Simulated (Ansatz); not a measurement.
# SiC (Moissanite 3C, F-43m): phonons against volume, part 3 of 4

Wanted: mode Grüneisen parameters of SiC (Moissanite 3C) and a free-energy fit over volumes.

Ansatz 0.2.0; DFT PBE, scalar-relativistic, plane waves, PAW.

So far, highest frequency (cm⁻¹): step 5 (phonons, V/V0 1) 944.

## 8. A cell at another volume, V/V0 0.985

Symmetry fixes every atom, so a single point at the scaled cell gives the energy and pressure of this member.

The input, input.yaml:

```yaml
crystal:
  lattice:
    - [0.0, 2.1788630447, 2.1788630447]
    - [2.1788630447, 0.0, 2.1788630447]
    - [2.1788630447, 2.1788630447, 0.0]
  atoms:
    - { symbol: Si, position: [0.0, 0.0, 0.0] }
    - { symbol: C, position: [0.25, 0.25, 0.25] }
kpoints:
  mp_grid: { grid: [12, 12, 12] }
hamiltonian:
  xc: pbe
scf:
  occupations: { method: fixed }
output:
  forces: true
  stress: true
  eigenvalues: true
```

Command:

```bash
$ ansatz run input.yaml --threads 2 --pin off --max-ram 5120MiB --backend cpu --events-out ev --progress --plain --runs-dir out
```

Numbers of over 12 decimals in the logs are rounded to 6 here.

What it wrote:

```text
[...]
Crystal: 2 atoms, lattice volume = 20.688 Å³
Basis set: ecut = 420 eV, 411 PW (Γ), exchange–correlation on 48×48×48 points (8 copies of the dense FFT grid, shifted against one another)
Bands: 8, of which v1, the nominal top of the filled ones, is band 4 counted from 1 (3 counted from 0)
Symmetry: 24 space group operations
[...]
k-points: 72 of 1728 (time reversal used)
[...]
Free energy (F): -887.157024 eV
[...]
Internal energy: -887.157024 eV  (E = F + TS)
E sigma→0 (E₀):  -887.157024 eV
Fermi energy:    9.481824 eV
[...]
--- Stress (GPa, compression-positive) ---
        3.310975      -0.000000      -0.000000
       -0.000000       3.310975       0.000000
        0.000000       0.000000       3.310975
  P = ⅓ Tr σ = 3.3110 GPa (33.110 kbar)
--- Band table (eV; the first three rows and the last of 72) ---
[...]
[key lines of the parts left out:]
SCF converged after 6 iterations
```

The job ended after 0.71 s (2 threads of Arm Neoverse V2, shared host; peak memory 0.27 GiB).

The run ends at a pressure of 3.31 GPa.

## 9. Lattice dynamics at this volume, V/V0 0.985

The same q-mesh and k-mesh are kept at every volume, so that much of their error can cancel in the differences.

input.yaml, the sections that differ from step 8:

```yaml
output:
  eigenvalues: true
phonons:
  method: dfpt
  dielectric: true
  rigid_motions: translations
  qmesh: [4, 4, 4]
  temperatures: { t_max: 1000, t_step: 50 }
  qpath:
    path:
      - [[0.0, 0.0, 0.0], [-0.5, -0.5, 0.0], [-0.375, -0.375, 0.25]]
      - [[-0.375, 0.0, 0.375], [0.0, 0.0, 0.0], [0.0, 0.0, 0.5], [-0.5, -0.25, 0.25], [-0.5, -0.5, 0.0]]
    npoints: 10
# crystal, kpoints, hamiltonian, scf: as in step 8
```

What it wrote:

```text
[...]
Crystal: 2 atoms, lattice volume = 20.688 Å³
Basis set: ecut = 420 eV, 411 PW (Γ), exchange–correlation on 48×48×48 points (8 copies of the dense FFT grid, shifted against one another)
Bands: 8, of which v1, the nominal top of the filled ones, is band 4 counted from 1 (3 counted from 0)
Symmetry: 24 space group operations
[...]
optical modes at Γ + LO–TO along q̂ = [0.0000, 1.0000, 0.0000]:
      ω (cm⁻¹)  modes    IR ((D/Å)²/amu)
        788.15      2            40.3711
        959.25      1            20.1856
  optical modes at Γ + LO–TO along q̂ = [0.0000, 0.0000, 1.0000]:
      ω (cm⁻¹)  modes    IR ((D/Å)²/amu)
        788.15      2            40.3711
        959.25      1            20.1856
--- Phonons (arbitrary-q DFPT): 8 irreducible q on the 4×4×4 mesh ---
[...]
interpolated dispersion: 63 rows × 6 modes
[...]
[key lines of the parts left out:]
SCF converged after 6 iterations
Free energy (F): -887.157024 eV
Fermi energy:    9.481824 eV
```

It took 91 s on 2 threads; peak memory 0.98 GiB; 3 min of CPU time.

No mode is imaginary beyond numerical noise at the solved wavevectors. The highest zone-centre mode (no LO–TO term) moved by +1.7 % for a volume change of -1.5 %.

## 10. Single point at a scaled cell, V/V0 1.03

Symmetry fixes every atom, so a single point at the scaled cell gives the energy and pressure of this member.

The cell differs from the one that the last finished run ended in (a 3.081 → 3.128 Å, b 3.081 → 3.128 Å, c 3.081 → 3.128 Å).

input.yaml, the sections that differ from step 9:

```yaml
crystal:
  lattice:
    - [0.0, 2.2115508577, 2.2115508577]
    - [2.2115508577, 0.0, 2.2115508577]
    - [2.2115508577, 2.2115508577, 0.0]
  atoms:
    - { symbol: Si, position: [0.0, 0.0, 0.0] }
    - { symbol: C, position: [0.25, 0.25, 0.25] }
output:
  forces: true
  stress: true
  eigenvalues: true
  write_density: true
  write_potential: true
  elf: true
  volumetric_format: npy
# kpoints, hamiltonian, scf: as in step 9
# phonons: removed
```

What it wrote:

```text
[...]
Crystal: 2 atoms, lattice volume = 21.633 Å³
Basis set: ecut = 420 eV, 411 PW (Γ), exchange–correlation on 48×48×48 points (8 copies of the dense FFT grid, shifted against one another)
Bands: 8, of which v1, the nominal top of the filled ones, is band 4 counted from 1 (3 counted from 0)
Symmetry: 24 space group operations
[...]
k-points: 72 of 1728 (time reversal used)
[...]
Free energy (F): -887.148305 eV
[...]
Internal energy: -887.148305 eV  (E = F + TS)
E sigma→0 (E₀):  -887.148305 eV
Fermi energy:    8.928822 eV
[...]
--- Stress (GPa, compression-positive) ---
       -5.930828       0.000000      -0.000000
       -0.000000      -5.930828       0.000000
       -0.000000       0.000000      -5.930828
  P = ⅓ Tr σ = -5.9308 GPa (-59.308 kbar)
--- Band table (eV; the first three rows and the last of 72) ---
[...]
[key lines of the parts left out:]
SCF converged after 6 iterations
```

Run time: 0.98 s. Hardware: 2 threads; peak memory 0.27 GiB.

The run ends at a pressure of -5.93 GPa.

## 11. Lattice dynamics at this volume, V/V0 1.03

Phonons at this volume give one point of F(V, T); meshes stay fixed along the series.

input.yaml, the sections that differ from step 10:

```yaml
output:
  eigenvalues: true
phonons:
  method: dfpt
  dielectric: true
  rigid_motions: translations
  qmesh: [4, 4, 4]
  temperatures: { t_max: 1000, t_step: 50 }
  qpath:
    path:
      - [[0.0, 0.0, 0.0], [-0.5, -0.5, 0.0], [-0.375, -0.375, 0.25]]
      - [[-0.375, 0.0, 0.375], [0.0, 0.0, 0.0], [0.0, 0.0, 0.5], [-0.5, -0.25, 0.25], [-0.5, -0.5, 0.0]]
    npoints: 10
# crystal, kpoints, hamiltonian, scf: as in step 10
```

What it wrote:

```text
[...]
Crystal: 2 atoms, lattice volume = 21.633 Å³
Basis set: ecut = 420 eV, 411 PW (Γ), exchange–correlation on 48×48×48 points (8 copies of the dense FFT grid, shifted against one another)
Bands: 8, of which v1, the nominal top of the filled ones, is band 4 counted from 1 (3 counted from 0)
Symmetry: 24 space group operations
[...]
optical modes at Γ + LO–TO along q̂ = [0.0000, 1.0000, 0.0000]:
      ω (cm⁻¹)  modes    IR ((D/Å)²/amu)
        749.43      2            39.3699
        913.97      1            19.6850
  optical modes at Γ + LO–TO along q̂ = [0.0000, 0.0000, 1.0000]:
      ω (cm⁻¹)  modes    IR ((D/Å)²/amu)
        749.43      2            39.3699
        913.97      1            19.6850
--- Phonons (arbitrary-q DFPT): 8 irreducible q on the 4×4×4 mesh ---
[...]
interpolated dispersion: 63 rows × 6 modes
[...]
[key lines of the parts left out:]
SCF converged after 6 iterations
Free energy (F): -887.148305 eV
Fermi energy:    8.928821 eV
```

It took 94 s on 2 threads; peak memory 1 GiB; 3.1 min of CPU time.

No mode is imaginary beyond numerical noise at the solved wavevectors. The highest zone-centre mode (no LO–TO term) moved by -3.3 % for a volume change of +3.0 %.

## 12. A cell at another volume, V/V0 0.97

Symmetry fixes every atom, so a single point at the scaled cell gives the energy and pressure of this member.

The cell differs from the one that the last finished run ended in (a 3.128 → 3.066 Å, b 3.128 → 3.066 Å, c 3.128 → 3.066 Å).

input.yaml, the sections that differ from step 11:

```yaml
crystal:
  lattice:
    - [0.0, 2.1677462031, 2.1677462031]
    - [2.1677462031, 0.0, 2.1677462031]
    - [2.1677462031, 2.1677462031, 0.0]
  atoms:
    - { symbol: Si, position: [0.0, 0.0, 0.0] }
    - { symbol: C, position: [0.25, 0.25, 0.25] }
output:
  forces: true
  stress: true
  eigenvalues: true
# kpoints, hamiltonian, scf: as in step 11
# phonons: removed
```

What it wrote:

```text
[...]
Crystal: 2 atoms, lattice volume = 20.373 Å³
Basis set: ecut = 420 eV, 411 PW (Γ), exchange–correlation on 48×48×48 points (8 copies of the dense FFT grid, shifted against one another)
Bands: 8, of which v1, the nominal top of the filled ones, is band 4 counted from 1 (3 counted from 0)
Symmetry: 24 space group operations
[...]
k-points: 72 of 1728 (time reversal used)
[...]
Free energy (F): -887.147069 eV
[...]
Internal energy: -887.147069 eV  (E = F + TS)
E sigma→0 (E₀):  -887.147069 eV
Fermi energy:    9.676042 eV
[...]
--- Stress (GPa, compression-positive) ---
        6.875675      -0.000000      -0.000000
       -0.000000       6.875675       0.000000
       -0.000000       0.000000       6.875675
  P = ⅓ Tr σ = 6.8757 GPa (68.757 kbar)
--- Band table (eV; the first three rows and the last of 72) ---
[...]
[key lines of the parts left out:]
SCF converged after 6 iterations
```

The job ended after 0.7 s (2 threads; peak memory 0.27 GiB; 1.3 s of CPU time).

The run ends at a pressure of 6.88 GPa.

## 13. Lattice dynamics at this volume, V/V0 0.97

The same q-mesh and k-mesh are kept at every volume, so that much of their error can cancel in the differences.

input.yaml, the sections that differ from step 12:

```yaml
output:
  eigenvalues: true
phonons:
  method: dfpt
  dielectric: true
  rigid_motions: translations
  qmesh: [4, 4, 4]
  temperatures: { t_max: 1000, t_step: 50 }
  qpath:
    path:
      - [[0.0, 0.0, 0.0], [-0.5, -0.5, 0.0], [-0.375, -0.375, 0.25]]
      - [[-0.375, 0.0, 0.375], [0.0, 0.0, 0.0], [0.0, 0.0, 0.5], [-0.5, -0.25, 0.25], [-0.5, -0.5, 0.0]]
    npoints: 10
# crystal, kpoints, hamiltonian, scf: as in step 12
```

What it wrote:

```text
[...]
Crystal: 2 atoms, lattice volume = 20.373 Å³
Basis set: ecut = 420 eV, 411 PW (Γ), exchange–correlation on 48×48×48 points (8 copies of the dense FFT grid, shifted against one another)
Bands: 8, of which v1, the nominal top of the filled ones, is band 4 counted from 1 (3 counted from 0)
Symmetry: 24 space group operations
[...]
optical modes at Γ + LO–TO along q̂ = [0.0000, 1.0000, 0.0000]:
      ω (cm⁻¹)  modes    IR ((D/Å)²/amu)
        801.89      2            40.7029
        975.14      1            20.3514
  optical modes at Γ + LO–TO along q̂ = [0.0000, 0.0000, 1.0000]:
      ω (cm⁻¹)  modes    IR ((D/Å)²/amu)
        801.89      2            40.7029
        975.14      1            20.3514
--- Phonons (arbitrary-q DFPT): 8 irreducible q on the 4×4×4 mesh ---
[...]
interpolated dispersion: 63 rows × 6 modes
[...]
[key lines of the parts left out:]
SCF converged after 6 iterations
Free energy (F): -887.147069 eV
Fermi energy:    9.676042 eV
```

Run time: 91 s. Hardware: 2 threads; peak memory 0.98 GiB.

LO-TO term included. The phonon branches at the labelled points (cm⁻¹):

| point | branch 1 | branch 2 | branch 3 | branch 4 | branch 5 | branch 6 |
| --- | --- | --- | --- | --- | --- | --- |
| Γ | 0 | 0 | 0 | 802 | 802 | 975 |
| halfway | 274 | 274 | 405 | 787 | 787 | 930 |
| X | 361 | 361 | 638 | 774 | 774 | 832 |
| halfway | 359 | 392 | 618 | 769 | 773 | 844 |
| U | 349 | 443 | 572 | 764 | 769 | 866 |
| jump to K | 349 | 443 | 572 | 764 | 769 | 866 |
| halfway | 228 | 321 | 423 | 781 | 800 | 906 |
| Γ | 0 | 0 | 0 | 802 | 802 | 975 |
| halfway | 195 | 195 | 409 | 789 | 789 | 927 |
| L | 258 | 258 | 618 | 778 | 778 | 842 |
| halfway | 325 | 389 | 564 | 771 | 777 | 865 |
| W | 399 | 459 | 542 | 748 | 785 | 864 |
| halfway | 380 | 400 | 600 | 759 | 780 | 851 |
| X | 361 | 361 | 638 | 774 | 774 | 832 |

The phonon branches as a text plot (rows in cm⁻¹):

```
    955 |******                   **********
    914 |      **               **          **
    874 |        ***     *******              **     *********
    833 |           *****                       *****         ***
    792 |***************    *************************************
    752 |              ********                       **********
    711 |
    670 |
    630 |           ****                         **           ***
    589 |         **    ***                    **  ***      **
    548 |        *         *                  *       ******
    508 |                   ***
    467 |       *          *   *             *           ***
    427 |               *** *** *           *          **   **
    386 |      *      **       *                      * ********
    345 |    **  ***********     *         *         * *       **
    305 |       *           *** * **               ****
    264 |   *  *               * *        *    ******
    223 |    **                 *            **
    183 |  **                    ****    * **
    142 |  *                      ***     *
    102 | *                         **  **
     61 | *                          *  *
     20 |*                            **
         Γ           X  U|K            Γ         L        W     X
```

No mode is imaginary beyond numerical noise at the solved wavevectors. The highest zone-centre mode (no LO–TO term) moved by +3.5 % for a volume change of -3.0 %.

## 14. A cell at another volume, V/V0 1.05

Symmetry fixes every atom, so a single point at the scaled cell gives the energy and pressure of this member.

The cell differs from the one that the last finished run ended in (a 3.066 → 3.148 Å, b 3.066 → 3.148 Å, c 3.066 → 3.148 Å).

input.yaml, the sections that differ from step 13:

```yaml
crystal:
  lattice:
    - [0.0, 2.2257734406, 2.2257734406]
    - [2.2257734406, 0.0, 2.2257734406]
    - [2.2257734406, 2.2257734406, 0.0]
  atoms:
    - { symbol: Si, position: [0.0, 0.0, 0.0] }
    - { symbol: C, position: [0.25, 0.25, 0.25] }
output:
  forces: true
  stress: true
  eigenvalues: true
# kpoints, hamiltonian, scf: as in step 13
# phonons: removed
```

What it wrote:

```text
[...]
Crystal: 2 atoms, lattice volume = 22.053 Å³
Basis set: ecut = 420 eV, 411 PW (Γ), exchange–correlation on 48×48×48 points (8 copies of the dense FFT grid, shifted against one another)
Bands: 8, of which v1, the nominal top of the filled ones, is band 4 counted from 1 (3 counted from 0)
Symmetry: 24 space group operations
[...]
k-points: 72 of 1728 (time reversal used)
[...]
Free energy (F): -887.128073 eV
[...]
Internal energy: -887.128073 eV  (E = F + TS)
E sigma→0 (E₀):  -887.128073 eV
Fermi energy:    8.696342 eV
[...]
--- Stress (GPa, compression-positive) ---
       -9.422772      -0.000000       0.000000
       -0.000000      -9.422772       0.000000
        0.000000       0.000000      -9.422772
  P = ⅓ Tr σ = -9.4228 GPa (-94.228 kbar)
--- Band table (eV; the first three rows and the last of 72) ---
[...]
[key lines of the parts left out:]
SCF converged after 6 iterations
```

Elapsed: 0.71 s, on 2 threads; peak memory 0.27 GiB.

The run ends at a pressure of -9.42 GPa.

## 15. Lattice dynamics at this volume, V/V0 1.05

The same q-mesh and k-mesh are kept at every volume, so that much of their error can cancel in the differences.

input.yaml, the sections that differ from step 14:

```yaml
output:
  eigenvalues: true
phonons:
  method: dfpt
  dielectric: true
  rigid_motions: translations
  qmesh: [4, 4, 4]
  temperatures: { t_max: 1000, t_step: 50 }
  qpath:
    path:
      - [[0.0, 0.0, 0.0], [-0.5, -0.5, 0.0], [-0.375, -0.375, 0.25]]
      - [[-0.375, 0.0, 0.375], [0.0, 0.0, 0.0], [0.0, 0.0, 0.5], [-0.5, -0.25, 0.25], [-0.5, -0.5, 0.0]]
    npoints: 10
# crystal, kpoints, hamiltonian, scf: as in step 14
```

What it wrote:

```text
[...]
Crystal: 2 atoms, lattice volume = 22.053 Å³
Basis set: ecut = 420 eV, 411 PW (Γ), exchange–correlation on 48×48×48 points (8 copies of the dense FFT grid, shifted against one another)
Bands: 8, of which v1, the nominal top of the filled ones, is band 4 counted from 1 (3 counted from 0)
Symmetry: 24 space group operations
[...]
optical modes at Γ + LO–TO along q̂ = [0.0000, 1.0000, 0.0000]:
      ω (cm⁻¹)  modes    IR ((D/Å)²/amu)
        733.35      2            38.9306
        894.95      1            19.4653
  optical modes at Γ + LO–TO along q̂ = [0.0000, 0.0000, 1.0000]:
      ω (cm⁻¹)  modes    IR ((D/Å)²/amu)
        733.35      2            38.9306
        894.95      1            19.4653
--- Phonons (arbitrary-q DFPT): 8 irreducible q on the 4×4×4 mesh ---
[...]
interpolated dispersion: 63 rows × 6 modes
[...]
[key lines of the parts left out:]
SCF converged after 6 iterations
Free energy (F): -887.128073 eV
Fermi energy:    8.696342 eV
```

Run time: 94 s. Hardware: 2 threads; peak memory 1 GiB; 3.1 min of CPU time.

LO-TO term included. Phonon branches along the path, in cm⁻¹:

| point | branch 1 | branch 2 | branch 3 | branch 4 | branch 5 | branch 6 |
| --- | --- | --- | --- | --- | --- | --- |
| Γ | 0 | 0 | 0 | 733 | 733 | 895 |
| halfway | 264 | 264 | 376 | 711 | 711 | 853 |
| X | 357 | 357 | 597 | 690 | 690 | 759 |
| halfway | 354 | 381 | 578 | 687 | 688 | 768 |
| U | 346 | 421 | 532 | 686 | 687 | 785 |
| jump to K | 346 | 421 | 532 | 686 | 687 | 785 |
| halfway | 228 | 305 | 389 | 706 | 724 | 831 |
| Γ | 0 | 0 | 0 | 733 | 733 | 895 |
| halfway | 194 | 194 | 375 | 716 | 716 | 850 |
| L | 259 | 259 | 571 | 701 | 701 | 769 |
| halfway | 320 | 373 | 522 | 693 | 698 | 787 |
| W | 382 | 444 | 501 | 674 | 700 | 783 |
| halfway | 369 | 389 | 561 | 680 | 694 | 772 |
| X | 357 | 357 | 597 | 690 | 690 | 759 |

The phonon branches as a text plot (rows in cm⁻¹):

```
    876 |******                   **********
    839 |      **               **          **
    802 |        ***      ******              **      ****
    764 |           ******                      ******    *******
    727 |*******             *****************
    690 |       *****************             *******************
    653 |
    615 |            *
    578 |           * ***                       ****          ***
    541 |         **     **                    *    **      **
    503 |        *         *                  *       ******
    466 |                   ***
    429 |       *        ****  *             *          *****
    392 |      *       **    ** *           *          * ******
    354 |         *********    *                     ****     ***
    317 |    ** **         **   **         *        ***
    280 |      *             ***  **              ***
    242 |   *                   **        *   ****
    205 |    **                  ***        **
    168 |  **                       *    * *
    131 |  *                      ***     *
     93 | *                         **  **
     56 | *                          *  *
     19 |*                            **
         Γ           X  U|K            Γ         L        W     X
```

No mode is imaginary beyond numerical noise at the solved wavevectors. The highest zone-centre mode (no LO–TO term) moved by -5.4 % for a volume change of +5.0 %.

[end of part 3 of 4]

[Logs are printed without paths, hosts, clocks, repeated set-up lines and the standing remarks that a program may print on its own settings, such as how far it seeks lower states.]

[Hosts, paths, dates, database ids (printed as entryN), source tags and the programs' standing remarks are cut or masked in the printed files.]

[A step with changed settings may run another functional than the one named; its input shows which.]

[Of the runs on displaced cells, only some may be shown.]
